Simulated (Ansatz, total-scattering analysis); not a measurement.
# Worked example: from partials to totals in CaSiO3

A simulated model of CaSiO3 at 2200 K, fixed volume (mean pressure 5.6 GPa), from ab initio molecular dynamics with Ansatz (PBE, plane waves, PAW set soft_1, Langevin thermostat, no spin, fixed volume). The average runs over 0.79 ps of 70 atoms, so shells between rare elements are rough. Mean temperature 2050 K, largest m.s.d. 2.72 Å², energy drift +4 meV an atom (last third less first, no steady trend), Langevin friction 2 ps⁻¹; the first quarter of the run is discarded. Preparation: last frame of a classical run of this cell, a melt, rescaled to the set density, then 0.3 ps at 2420 K with a cheaper basis and a friction of 10 ps⁻¹ (mean temperature of the first stage 2606 K), too short to forget the start in full. So short a stretch relaxes bonds and nearest shells but still remembers its start. It is a liquid as far as so short a run tells. Atom fractions Ca 0.2000, Si 0.2000, O 0.6000; masses Ca 40.078, Si 28.085, O 15.999 u; density 2.8050 g/cm³; coherent lengths Ca 4.7, Si 4.15071, O 5.8037 fm. Faber–Ziman partials at a few Q:

| Q (Å⁻¹) | S O–O | S Ca–O | S Si–O | S Ca–Si | S Ca–Ca | S Si–Si |
| --- | --- | --- | --- | --- | --- | --- |
| 2.80 | 1.982 | 1.566 | -0.821 | 0.650 | 0.132 | 1.882 |
| 3.40 | 0.910 | 1.592 | 0.584 | 0.331 | 1.030 | 0.276 |
| 5.10 | 1.293 | 0.801 | 1.587 | 0.818 | 0.807 | 1.047 |

The pair function g(SiO), r in Å, every 0.06 Å up to its first minimum: 1.41 0.03, 1.47 0.65, 1.53 4.80, 1.59 10.36, 1.65 10.97, 1.71 8.26, 1.77 4.43, 1.83 2.11, 1.89 0.99, 1.95 0.57, 2.01 0.30, 2.07 0.16, 2.13 0.06, 2.19 0.05, 2.25 0.06.

**Tasks.** (a) The number density. (b) The neutron weights. (c) The neutron S(Q) at the listed Q. (d) The number of O around Si.

(a) The mean mass is 0.2000×40.078 + 0.2000×28.085 + 0.6000×15.999 = 23.232 u, so ρ₀ = 2.8050/(23.232 × 1.66054) = 0.07271 Å⁻³.

(b) ⟨b⟩ = 0.2000×4.7 + 0.2000×4.15071 + 0.6000×5.8037 = 5.252 fm. The weight of a pair is ci cj bi bj (2 − δij)/⟨b⟩²: O–O 0.440, Ca–O 0.237, Si–O 0.210, Ca–Si 0.057, Ca–Ca 0.032, Si–Si 0.025; they sum to 1.000.

(c) S = 1 + Σ w (Sij − 1). At 2.80 Å⁻¹: 1 + 0.432 + 0.134 − 0.382 − 0.020 − 0.028 + 0.022 = 1.158; O–O pushes up most; Si–O pulls down most. At 3.40 Å⁻¹: 1 − 0.040 + 0.140 − 0.087 − 0.038 + 0.001 − 0.018 = 0.958; Ca–O pushes up most; Si–O pulls down most. At 5.10 Å⁻¹: 1 + 0.129 − 0.047 + 0.123 − 0.010 − 0.006 + 0.001 = 1.190; O–O pushes up most; Ca–O pulls down most.

(d) n = 4πρ₀ c(O) Σ r² g Δr. The sum Σ r² g over the listed points is 122.3 Å², so n = 4π × 0.07271 × 0.6000 × 122.3 × 0.06 = 4.02; counting pairs in the frames up to 2.26 Å gives 4.02. By balance, each O has n c(Si)/c(O) = 1.34 Si.
